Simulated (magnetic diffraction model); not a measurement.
## Magnetic neutron pattern of FeCoAgS4

Space group Imma (no. 74), a = 7.2350 Å, b = 7.3780 Å, c = 10.8560 Å.

| site | atom | x | y | z |
| --- | --- | --- | --- | --- |
| 4e | Ag | 0 | 1/4 | 0.8690 |
| 4c | Co | 3/4 | 3/4 | 3/4 |
| 4b | Fe | 1/2 | 1/2 | 0 |
| 8h | S | 1/2 | 0.9771 | 0.7675 |
| 8i | S | 0.2199 | 1/4 | 0.5016 |

This is a made-up structure (elements placed in a structure type, unrelaxed), so the numbers test the method and describe no known phase.

Only Co and Fe are taken to order (form factors of Co4+ and Fe3+); orders and moment sizes are assumed, and not adapted to the symmetry. Radiation: neutrons of λ = 4.2 Å, 8° to 80°; isotropic B of 0.31 Å² (Ag), 0.32 Å² (Co), 0.35 Å² (Fe) and 0.35 Å² (S). The intensities are simulated: I ∝ L Σ (|F_N|² + |F_M⊥|²) for unpolarised neutrons, with F_M = 2.695 fm/μB × Σ f(s) S exp(2πi Q·r) exp(−B s²) at Q = H ± k (one set where k and −k are equivalent), only the part normal to Q counting and L = 1/(sin²θ cos θ). For collinear order S is the moment m, which repeats by lattice and centring translations R with the sign exp(−2πi k·R). Form factors are spin-only for 3d ions and dipole or tabulated for f ions, scattering lengths are Sears's of 1992, and absorption is left out. A label names one of the reflections at its angle. The strongest nuclear line in the range is 100, and lines under 0.2 are left out.

Assume the order k = (0 1 0), collinear moments along [101], 4.47 μB on Co and 3.92 μB on Fe; signs + at (3/4, 3/4, 3/4), + at (1/4, 3/4, 3/4), + at (1/2, 1/2, 0), + at (1/2, 0, 0).

Q: Where does magnetic intensity appear, and how strong is it?

```tsv
2θ (°)	index	nuclear	magnetic
22.31	(0 0 1)	0.0	235.4
33.07	(0 1 0)	0.0	198.3
33.75	(1 0 0)	0.0	99.8
40.26	(0 1 1)	2.4	0.0
40.83	(1 0 1)	100.0	0.0
45.52	(0 0 2)	36.0	0.0
57.41	(0 1 2)	0.0	74.6
57.85	(1 0 -2)	0.0	43.8
68.28	(1 1 2)	63.1	0.0
69.40	(0 2 0)	0.3	0.0
70.95	(0 0 3)	0.0	24.4
70.97	(2 0 0)	71.8	0.0
73.92	(0 2 1)	0.0	136.8
75.45	(2 0 1)	0.0	93.0
79.43	(1 2 0)	0.0	50.7
```

The strongest magnetic line in the range is (0 0 1) at 22.31° (235.4). On top of the Lorentz factor, which all lines share, magnetic lines fade with angle because f falls: for Co4+ it is 0.94, 0.77, 0.57 and 0.23 at sin θ/λ = 0.1, 0.2, 0.3 and 0.5 Å⁻¹, while nuclear lengths stay constant. The order has no net moment.

[Logs are printed without paths, hosts, clocks, repeated set-up lines and the standing remarks that a program may print on its own settings, such as how far it seeks lower states.]
